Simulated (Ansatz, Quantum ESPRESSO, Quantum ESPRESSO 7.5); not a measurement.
# Y2COF MXene, 1 layer: response to a perpendicular field

Aim: how Y2COF MXene, 1 layer screens a field along its normal, and what the field does to its bands.

Program: Quantum ESPRESSO 7.5. Level of theory: plane-wave DFT, PBE, GBRV ultrasoft pseudopotentials (geometry and cross-check by Ansatz 0.2.0 with PAW datasets; geometry under PBE). Results are calculated unless marked as measured.

### 1. The starting structure

The cell holds 5 atoms: 1 F, 2 Y, 1 C and 1 O. Its edges and angles: a = 3.478 Å, b = 3.478 Å, c = 22.084 Å, α = 90.0°, β = 90.0°, γ = 120.0°. It derives from Y2COF. Vacuum lies along c.

Structure file:

```cif
data_structure
_symmetry_space_group_name_H-M 'P 1'
_symmetry_Int_Tables_number 1
_cell_length_a 3.4778
_cell_length_b 3.4778
_cell_length_c 22.0837
_cell_angle_alpha 90.000
_cell_angle_beta 90.000
_cell_angle_gamma 120.000
_cell_volume 231.31
loop_
_atom_site_label
_atom_site_type_symbol
_atom_site_fract_x
_atom_site_fract_y
_atom_site_fract_z
_atom_site_occupancy
F1 F 0.33333 0.66667 0.38490 1
Y2 Y 0.66667 0.33333 0.43381 1
C3 C 0.00000 0.00000 0.49595 1
Y4 Y 0.33333 0.66667 0.55809 1
O5 O 0.66667 0.33333 0.61510 1
```

This run has no spin polarisation although its electron count is odd. A spin-polarised state was not tried and may lie lower.

### 2. Geometry from Ansatz

A relaxation in Ansatz fixes the structure of this slab for the runs on it.

Contents of input.yaml:

```yaml
crystal:
  lattice:
    - [3.47776, 0.0, 0.0]
    - [-1.73888, 3.0118285083, 0.0]
    - [0.0, 0.0, 22.0837308316]
  atoms:
    - { symbol: F, position: [0.3333333333, 0.6666666667, 0.3848987322] }
    - { symbol: "Y", position: [0.6666666667, 0.3333333333, 0.4338117951] }
    - { symbol: C, position: [0.0, 0.0, 0.4959494588] }
    - { symbol: "Y", position: [0.3333333333, 0.6666666667, 0.5580871226] }
    - { symbol: O, position: [0.6666666667, 0.3333333333, 0.6151012678] }
kpoints:
  mp_grid: { grid: [12, 12, 1] }
hamiltonian:
  xc: pbe
scf:
  occupations: { method: fermi_dirac, width: 0.05 }
  convergence: { dr2_threshold: 1.0e-08 }
efield:
  axis: 3
  dipole_correction: true
  ramp_position: 0.97
  ramp_width: 0.04
relax:
  f_tol: 0.01
  cell: { fix: [c, alpha, beta] }
output:
  write_potential: true
  write_density: true
  volumetric_format: npy
```

On the command line:

```bash
$ ansatz run input.yaml --threads 4 --pin off --max-ram 8192MiB --backend cpu --events-out ev --progress --plain --runs-dir out
```

Numbers of over 12 decimals in the logs are rounded to 6 here.

Output:

```text
Warning: relax.cell: scf.convergence.dr2_threshold = 1e-8 eV is looser than the 5e-10 eV advised for a relaxation that steers and ends on the stress (1e-10 eV for each atom of the cell: 5). What an SCF threshold leaves in a stress goes as its square root, and in the free energy as the threshold itself, and one threshold admits the most on a small cell: [figures from the program's tests cut] Set scf.convergence.dr2_threshold to 5e-10 eV or tighter. The threshold is an SCF's pass mark: one that does not reach it within its budget of iterations ends unconverged, or closes short of it on a stop that the run arms, and scf.convergence.dr2_threshold's page says what that costs each kind of run
Engine: ansatz 0.2.0, aarch64-unknown-linux-gnu
Pseudopotentials: kind: paw
Pseudopotential: F, paw, valence charge 7, recommended cutoff 420 eV (normal), F.paw.azcp
Pseudopotential: Y, paw, valence charge 11, recommended cutoff 420 eV (normal), Y.paw.azcp
Pseudopotential: C, paw, valence charge 4, recommended cutoff 420 eV (normal), C.paw.azcp
Pseudopotential: O, paw, valence charge 6, recommended cutoff 420 eV (normal), O.paw.azcp
Functional definition: PBE
  parameter kappa = 0.804
  parameter beta = 0.066725
  exchange = pbe_x(kappa = kappa, mu = beta*pi^2/3)
  correlation = pbe_c(beta = beta)
Crystal: 5 atoms, lattice volume = 231.314 Å³
Basis set: ecut = 420 eV, 4507 PW (Γ), exchange–correlation on 48×48×300 points (8 copies of the dense FFT grid, shifted against one another)
Bands: 25, of which v1, the nominal top of the filled ones, is band 20 counted from 1 (19 counted from 0)
Symmetry: 6 space group operations
Space group: P3m1 (ITA 156), of the structure as read, at distance tolerance 6.1e-5 Å
k-points: 19 of 144 (time reversal used)
Non-local potential: F, projectors of the file, l = 0: 2, l = 1: 2, l = 2: 1
Non-local potential: Y, projectors of the file, l = 0: 3, l = 1: 2, l = 2: 2, l = 3: 1
Non-local potential: C, projectors of the file, l = 0: 2, l = 1: 2, l = 2: 1
Non-local potential: O, projectors of the file, l = 0: 2, l = 1: 2, l = 2: 1
PAW form: soft (Blöchl's): semilocal exchange-correlation on the pseudo side does not see the compensation charge
PAW one-centre angular grid: F, 110 points (default); XC on 64 Gauss nodes
PAW one-centre angular grid: Y, 590 points (default); XC on 64 Gauss nodes
PAW one-centre angular grid: C, 110 points (default); XC on 64 Gauss nodes
PAW one-centre angular grid: O, 110 points (default); XC on 64 Gauss nodes
Initial density: superposition of atomic densities (neutral atoms: chi_scale 0, normalization atom), corrected by the library's trained network
Initial wavefunctions: pseudopotential atomic-orbital guess
Functional: x = pbe(κ = 0.804, μ = 0.219515), c = pbe(β = 0.066725)
SCF iter   1: F=—  HF=-9327.694280 eV  |F-HF|=—  |Δ(HF+E_count)|=         —  Δρ=1.25e-2  dr2=1.50e0  ethr=1.77e-3  p=-0.282 e·Å  D=-2.21e-1 V/Å  ΔV_dip=4.87 eV  dr2_dipole=2.42e-1  V_vac-E_F(+/−)=8.25/3.37 eV  ⟨swp⟩=7.3  Hψ=2588  notcnv=0
efield: sawtooth ramp at fractional position 0.9700 (set: `efield.ramp_position`, or a place that a band, a saddle search or an elastic batch's reference lends), width 0.0400; the density the first Hamiltonian is built on has a dipole p = -0.282 e·Å; the dipole correction subtracts the counter field D = -2.21e-1 V/Å, which shifts the + side's vacuum level by +4.87 eV against the − side's; the planar-averaged density in the ramp window peaks in size at 7.7e-6 e/Å³
preconditioner: auto → LDOS  [metal: Δε(μ)=0.079 eV  Ē_g=14.536 eV  σ=0.050 eV  W_gap=0.37  n_scr=14 (ndim 8)  ℏωp=14.0 eV  f_vac=0.658  D(μ)=4.67/eV (n_scr^D=12)  β→1.0]
SCF iter   2: F=—  HF=-9327.630193 eV  |F-HF|=—  |Δ(HF+E_count)|=   6.41e-2  Δρ=6.40e-3  dr2=2.81e-1  ethr=1.77e-3  p=-0.270 e·Å  D=-2.11e-1 V/Å  ΔV_dip=4.66 eV  dr2_dipole=4.74e-2  V_vac-E_F(+/−)=8.35/3.69 eV  ⟨swp⟩=2.0  Hψ=675  notcnv=0  defer=15
SCF iter   3: F=—  HF=-9327.620694 eV  |F-HF|=—  |Δ(HF+E_count)|=   9.50e-3  Δρ=4.60e-3  dr2=2.07e-1  ethr=7.20e-4  p=-0.277 e·Å  D=-2.17e-1 V/Å  ΔV_dip=4.79 eV  dr2_dipole=3.38e-2  V_vac-E_F(+/−)=8.39/3.61 eV  ⟨swp⟩=2.0  Hψ=506  notcnv=0  defer=19
SCF iter   4: F=—  HF=-9327.610914 eV  |F-HF|=—  |Δ(HF+E_count)|=   9.78e-3  Δρ=6.58e-4  dr2=1.55e-3  ethr=5.31e-4  p=-0.289 e·Å  D=-2.26e-1 V/Å  ΔV_dip=4.99 eV  dr2_dipole=1.41e-4  V_vac-E_F(+/−)=8.52/3.53 eV  ⟨swp⟩=2.2  Hψ=508  notcnv=0  defer=19
SCF iter   5: F=—  HF=-9327.611382 eV  |F-HF|=—  |Δ(HF+E_count)|=   4.68e-4  Δρ=3.35e-4  dr2=5.74e-4  ethr=3.99e-6  p=-0.289 e·Å  D=-2.26e-1 V/Å  ΔV_dip=5.00 eV  dr2_dipole=1.78e-5  V_vac-E_F(+/−)=8.51/3.51 eV  ⟨swp⟩=2.0  Hψ=825  notcnv=0  defer=19
SCF iter   6: F=—  HF=-9327.611405 eV  |F-HF|=—  |Δ(HF+E_count)|=   2.31e-5  Δρ=1.83e-4  dr2=1.22e-4  ethr=1.47e-6  p=-0.288 e·Å  D=-2.26e-1 V/Å  ΔV_dip=4.98 eV  dr2_dipole=4.39e-7  V_vac-E_F(+/−)=8.51/3.53 eV  ⟨swp⟩=2.6  Hψ=707  notcnv=0  defer=19
SCF iter   7: F=—  HF=-9327.611403 eV  |F-HF|=—  |Δ(HF+E_count)|=   1.96e-6  Δρ=7.45e-5  dr2=2.20e-5  ethr=3.12e-7  p=-0.289 e·Å  D=-2.26e-1 V/Å  ΔV_dip=4.98 eV  dr2_dipole=3.84e-7  V_vac-E_F(+/−)=8.51/3.53 eV  ⟨swp⟩=2.2  Hψ=754  notcnv=0  defer=19
SCF iter   8: F=—  HF=-9327.611395 eV  |F-HF|=—  |Δ(HF+E_count)|=   8.32e-6  Δρ=2.67e-5  dr2=3.37e-6  ethr=5.65e-8  p=-0.288 e·Å  D=-2.25e-1 V/Å  ΔV_dip=4.98 eV  dr2_dipole=4.55e-7  V_vac-E_F(+/−)=8.51/3.53 eV  ⟨swp⟩=2.0  Hψ=764  notcnv=0  defer=19
SCF iter   9: F=—  HF=-9327.611430 eV  |F-HF|=—  |Δ(HF+E_count)|=   3.51e-5  Δρ=6.82e-6  dr2=2.65e-7  ethr=8.65e-9  p=-0.288 e·Å  D=-2.25e-1 V/Å  ΔV_dip=4.98 eV  dr2_dipole=3.61e-8  V_vac-E_F(+/−)=8.51/3.53 eV  ⟨swp⟩=2.0  Hψ=615  notcnv=0  defer=19
SCF iter  10: F=-9327.611430 eV  HF=-9327.611430 eV  |F-HF|=6.70e-8  |Δ(HF+E_count)|=   2.99e-7  Δρ=1.95e-6  dr2=9.03e-9  ethr=2.56e-11  p=-0.288 e·Å  D=-2.25e-1 V/Å  ΔV_dip=4.98 eV  dr2_dipole=4.72e-10  V_vac-E_F(+/−)=8.51/3.53 eV  ⟨swp⟩=8.7  Hψ=3874  notcnv=0
SCF 1 converged in 10 iterations: F = -9327.611430 eV  dr2 = 9.03e-9
  greatest PAW one-centre occupation: 0.993 electrons in one spin orbital (limit 2), on the Y atom at site 3 (counted from 0), in its partial waves of l = 0
relax step   1: F+E_penalty+E_count = -9327.61143040 eV  Δ(F+E_penalty+E_count) = +0.000e0 eV  max|allowed force component| = 5.233e0 eV/Å  Δτ_max = 0.0000 Å  P = +2.195 GPa  Ω = 231.314 Å³  fix = [c, alpha, beta]  reactions: c +1.600 GPa  (10 SCF iters, accepted)
Crystal: 5 atoms, lattice volume = 233.890 Å³
[...]
relax step   7: F+E_penalty+E_count = -9329.05963443 eV  Δ(F+E_penalty+E_count) = -2.134e-5 eV  max|allowed force component| = 7.117e-2 eV/Å  Δτ_max = 0.0108 Å  P = +0.028 GPa  Ω = 239.812 Å³  energy of the carried Pulay correction = -6.382e-3 eV  fix = [c, alpha, beta]  reactions: c -0.001 GPa  (10 SCF iters, accepted)
relax step   8: F+E_penalty+E_count = -9329.05968723 eV  Δ(F+E_penalty+E_count) = -5.280e-5 eV  max|allowed force component| = 4.095e-3 eV/Å  Δτ_max = 0.0047 Å  P = -0.012 GPa  Ω = 240.100 Å³  energy of the carried Pulay correction = -6.594e-3 eV  fix = [c, alpha, beta]  reactions: c -0.043 GPa  (9 SCF iters, accepted)
relax step   9: F+E_penalty+E_count = -9329.06821684 eV  Δ(F+E_penalty+E_count) = -8.530e-3 eV  max|allowed force component| = 4.630e-3 eV/Å  Δτ_max = 0.0000 Å  P = +0.052 GPa  Ω = 240.100 Å³  fix = [c, alpha, beta]  reactions: c -0.000 GPa  stress off target by 7.85e-2 GPa on what of the cell is left free  SCF on the basis re-selected at this cell (its energy is not comparable with the rows above)  (7 SCF iters)
relax step  10: F+E_penalty+E_count = -9329.06801525 eV  Δ(F+E_penalty+E_count) = +2.016e-4 eV  max|allowed force component| = 1.016e-2 eV/Å  Δτ_max = 0.0022 Å  P = -0.003 GPa  Ω = 240.508 Å³  energy of the carried Pulay correction = -2.974e-4 eV  fix = [c, alpha, beta]  reactions: c -0.006 GPa  (7 SCF iters, accepted)
relax step  11: F+E_penalty+E_count = -9329.06801133 eV  Δ(F+E_penalty+E_count) = +3.925e-6 eV  max|allowed force component| = 5.227e-4 eV/Å  Δτ_max = 0.0011 Å  P = -0.000 GPa  Ω = 240.522 Å³  energy of the carried Pulay correction = -3.081e-4 eV  fix = [c, alpha, beta]  reactions: c -0.000 GPa  (5 SCF iters, accepted)
iter 1 solved again at ethr=2.02e-7 eV; its pass at ethr=3.10e-3 eV (dr2=7.88e-5 eV) is discarded
SCF iter   1: F=—  HF=-9329.068127 eV  |F-HF|=—  |Δ(HF+E_count)|=         —  Δρ=1.42e-5  dr2=2.46e-8  ethr=2.02e-7  p=-0.090 e·Å  D=-6.79e-2 V/Å  ΔV_dip=1.50 eV  dr2_dipole=3.35e-11  V_vac-E_F(+/−)=5.98/4.48 eV  ⟨swp⟩=4.3  Hψ=3901  notcnv=0
efield: sawtooth ramp at fractional position 0.9700 (set: `efield.ramp_position`, or a place that a band, a saddle search or an elastic batch's reference lends), width 0.0400; the density the first Hamiltonian is built on has a dipole p = -0.090 e·Å; the dipole correction subtracts the counter field D = -6.79e-2 V/Å, which shifts the + side's vacuum level by +1.50 eV against the − side's; the planar-averaged density in the ramp window peaks in size at 1.2e-6 e/Å³
eigensolver tolerance schedule: the retry pair's looser diagonalisation over-reported the residual by 3206.98 of it (diagonalisation noise at 0.26 of the residual, at the tolerance the schedule requests for it); recorded, not acted on — ethr = c·dr2/N_el stays at c = 1.0e-1
preconditioner: auto → LDOS  [metal: Δε(μ)=0.038 eV  Ē_g=14.746 eV  σ=0.050 eV  W_gap=0.19  n_scr=14 (ndim 8)  ℏωp=13.8 eV  f_vac=0.652  D(μ)=4.45/eV (n_scr^D=12)  β→1.0]
SCF iter   2: F=—  HF=-9329.068274 eV  |F-HF|=—  |Δ(HF+E_count)|=   1.47e-4  Δρ=2.90e-6  dr2=1.55e-8  ethr=6.30e-11  p=-0.090 e·Å  D=-6.79e-2 V/Å  ΔV_dip=1.50 eV  dr2_dipole=2.06e-10  V_vac-E_F(+/−)=5.98/4.48 eV  ⟨swp⟩=3.2  Hψ=1211  notcnv=0
SCF iter   3: F=-9329.068274 eV  HF=-9329.068273 eV  |F-HF|=7.41e-7  |Δ(HF+E_count)|=   7.37e-7  Δρ=1.36e-6  dr2=3.74e-9  ethr=2.56e-11  p=-0.090 e·Å  D=-6.79e-2 V/Å  ΔV_dip=1.50 eV  dr2_dipole=1.79e-10  V_vac-E_F(+/−)=5.98/4.48 eV  ⟨swp⟩=13.6  Hψ=3632  notcnv=0
SCF 12 converged in 3 iterations: F = -9329.068274 eV  dr2 = 3.74e-9
relax step  12: F+E_penalty+E_count = -9329.06827400 eV  Δ(F+E_penalty+E_count) = -2.627e-4 eV  max|allowed force component| = 5.169e-4 eV/Å  Δτ_max = 0.0000 Å  P = +0.001 GPa  Ω = 240.522 Å³  fix = [c, alpha, beta]  reactions: c -0.000 GPa  stress off target by 1.51e-3 GPa on what of the cell is left free  SCF on the basis re-selected at this cell (its energy is not comparable with the rows above)  (3 SCF iters)
basis re-selected at this cell: Δ(F+E_penalty+E_count) = -2.627e-4 eV, ΔP = +0.001 GPa vs the last step (what re-selecting the basis moved, of the pressure what is left beyond the Pulay correction that the steps carried, after the strain that the cell walked since its last selection, with what the two solves' SCF thresholds leave and, on support functions, any second-order correction that the steps lacked; it is no m [...]
WARN: The output density's exchange-correlation potential varies sharply where the density is thin. Do not read a vacuum level from v_tot or v_xc, or from such a field of the output density. On a cell that repeats whose density bears no net charge and no dipole along the vacuum's axis use v_es (v_loc + v_h of the components); under efield.dipole_correction with no amplitude use v_es + v_field, which holds any externa [...]
SCF converged after 3 iterations
Free energy (F): -9329.068274 eV
Harris-Foulkes:  -9329.068273 eV  (|F-HF|=7.41e-7)
Internal energy: -9329.032672 eV  (E = F + TS)
E sigma→0 (E₀):  -9329.050473 eV
Entropy (-TS):   -0.035602 eV (-7.120 meV/atom)
Fermi energy:    -0.628950 eV
Dipole field:    D = -0.067905 V/Å  (p = -0.090260 e·Å, saw-weighted, corrected)
Work function:   Φ+ = 5.9791 eV   Φ− = 4.4795 eV
Levels:          The Fermi level and band energies are counted from a zero that moves with the ramp; work functions are not
--- Per-component energies (eV) ---
  E_band       = -586.833869
  E_kinetic    = 1078.852502
  E_local      = -24672.905136  (includes V_loc(G=0)·N_el)
  E_nonlocal   = 247.534538
  E_hartree    = 11814.514111
  E_xc         = -550.072041
  E_vxc        = -656.299831  (∫ρ·V_xc dr)
  E_paw        = -6107.371449  (= ΣΔE_a)
  E_vpaw       = -213.429260  (= ΣTr[D̂ρ^β])
  E_aug_tail   = 0.004513  (compensation charges beyond the density's cutoff)
  E_efield     = 0.003065  (sawtooth field / dipole correction)
  E_vefield    = 0.381366  (∫n·V_field dr)
  E_ewald      = 8860.407225
  E_smearing   = -0.035602  (= −TS)
  E_closure    = 0.000000  (closes the sum)
  Σ components = -9329.068274   (vs F -9329.068274, Δ=0.00e0)
--- Forces (eV/Å), atoms counted from 1 ---
  atom   1  F      0.00000000     0.00000000    -0.00010814
  atom   2  Y      0.00000000    -0.00000000     0.00040445
  atom   3  C      0.00000000    -0.00000000    -0.00052013
  atom   4  Y      0.00000000    -0.00000000    -0.00022445
  atom   5  O      0.00000000     0.00000000     0.00043231
  max |Σ_I F_I| component: 1.60e-5 eV/Å
--- Stress (GPa, compression-positive) ---
        0.001512       0.000000       0.000000
        0.000000       0.001512       0.000000
        0.000000       0.000000      -0.000375
  P = ⅓ Tr σ = 0.0009 GPa (0.009 kbar)
--- Band table (eV; the first three rows and the last of 19) ---
  k-point 0: bands = [... 16 lower, -3.0393, -1.4434, -0.2634, -0.2634, 2.4148, 3.3408, 3.3408, 3.4798, ... 1 higher]
  k-point 1: bands = [... 16 lower, -2.9548, -1.3789, -0.4677, -0.3004, 2.4936, 3.2501, 3.4365, 3.5288, ... 1 higher]
  k-point 2: bands = [... 16 lower, -2.8050, -1.3498, -0.8061, -0.3900, 2.5243, 3.2155, 3.5801, 3.7151, ... 1 higher]
  k-point 18: bands = [... 16 lower, -2.6017, -1.9920, -1.1849, -0.9760, 2.9718, 3.7282, 4.0525, 4.3913, ... 1 higher]
--- Relaxed structure (10 steps of the walk, 10 accepted, 2 SCFs on fresh bases) ---
  F+E_penalty+E_count = -9329.06827400 eV   max|allowed force component| = 5.169e-4 eV/Å   (the final SCF, on the basis selected at the relaxed cell)
  cell:  # Å, volume = 240.5225 Å³
    - [3.546307, 0, 0]
    - [-1.773153, 3.071192, 0]
    - [0, 0, 22.0837308316]
  atoms:
    - { symbol: F, position: [0.333333, 0.666667, 0.378675] }
    - { symbol: Y, position: [0.666667, 0.333333, 0.432768] }
    - { symbol: C, position: [-1.4509751408203118e-18, 0, 0.492862] }
    - { symbol: Y, position: [0.333333, 0.666667, 0.575268] }
    - { symbol: O, position: [0.666667, 0.333333, 0.608275] }
```

Wall time 33 s (4 threads of Arm Neoverse V2, shared host); peak memory 0.55 GiB.

Relaxation path:

```
step  energy less that of the first step (eV)  largest force component (eV/Å)  pressure (GPa)  volume (Å³)
   1                                   0.0000                          5.2326            2.20       231.31
   2                                  -1.0967                          2.6702            1.20       233.89
   3                                  -1.3586                          1.1591            1.65       235.65
   4                                  -1.4270                          0.5951           -0.26       240.39
   5                                  -1.4468                          0.0870           -0.05       240.86
   6                                  -1.4482                          0.0476            0.00       239.60
   7                                  -1.4482                          0.0712            0.03       239.81
   8                                  -1.4483                          0.0041           -0.01       240.10
  9*                                  -1.4568                          0.0046            0.05       240.10
  10                                  -1.4566                          0.0102            0.00       240.51
  11                                  -1.4566                          0.0005            0.00       240.52
 12*                                  -1.4568                          0.0005            0.00       240.52
```

Relaxation steps marked * repeat the geometry before them on a plane-wave basis chosen anew for their cell, so energy and pressure can jump there.

Forces are held to the 6 operations that the run works with; a distortion that breaks them can't arise in this run.

```
cell as run  before  after  change
      a (Å)   3.478  3.546  +2.0 %
      b (Å)   3.478  3.546  +2.0 %
```

The atoms that moved most (Å, along periodic axes as changes of fractional coordinates times the final cell, across vacuum about the mean position):

```
atom     dx     dy      dz  length
  Y4  0.000  0.000   0.379   0.379
  O5  0.000  0.000  -0.151   0.151
  F1  0.000  0.000  -0.137   0.137
  C3  0.000  0.000  -0.068   0.068
  Y2  0.000  0.000  -0.023   0.023
```

Final coordinates:

```xyz
5
Lattice="3.5463 0.0000 0.0000 -1.7732 3.0712 0.0000 0.0000 0.0000 22.0837" Properties=species:S:1:pos:R:3
F     0.0000    2.0475    8.3625
Y     1.7732    1.0237    9.5571
C     0.0000    0.0000   10.8842
Y     0.0000    2.0475   12.7041
O     1.7732    1.0237   13.4330
```

Read from the output:

```
free energy                     : -9329.0683 eV
energy at zero smearing         : -9329.0505 eV
smearing term TS                : 0.03560 eV
Fermi energy                    : -0.6289 eV
symmetry operations             : 6
work function of the upper face : 5.979 eV
work function of the lower face : 4.479 eV
dipole along the normal         : -0.09026 e·Å
```

(Part 1 of 7 ends here.)

[Logs are printed without paths, hosts, clocks, repeated set-up lines and the standing remarks that a program may print on its own settings, such as how far it seeks lower states.]

[Hosts, paths, dates, database ids (printed as entryN), source tags and the programs' standing remarks are cut or masked in the printed files.]

[Maps of the electrostatic potential energy from Ansatz leave out the sawtooth potential of an applied field or a dipole correction, so their vacuum need not be flat; planar profiles and work functions include it.]
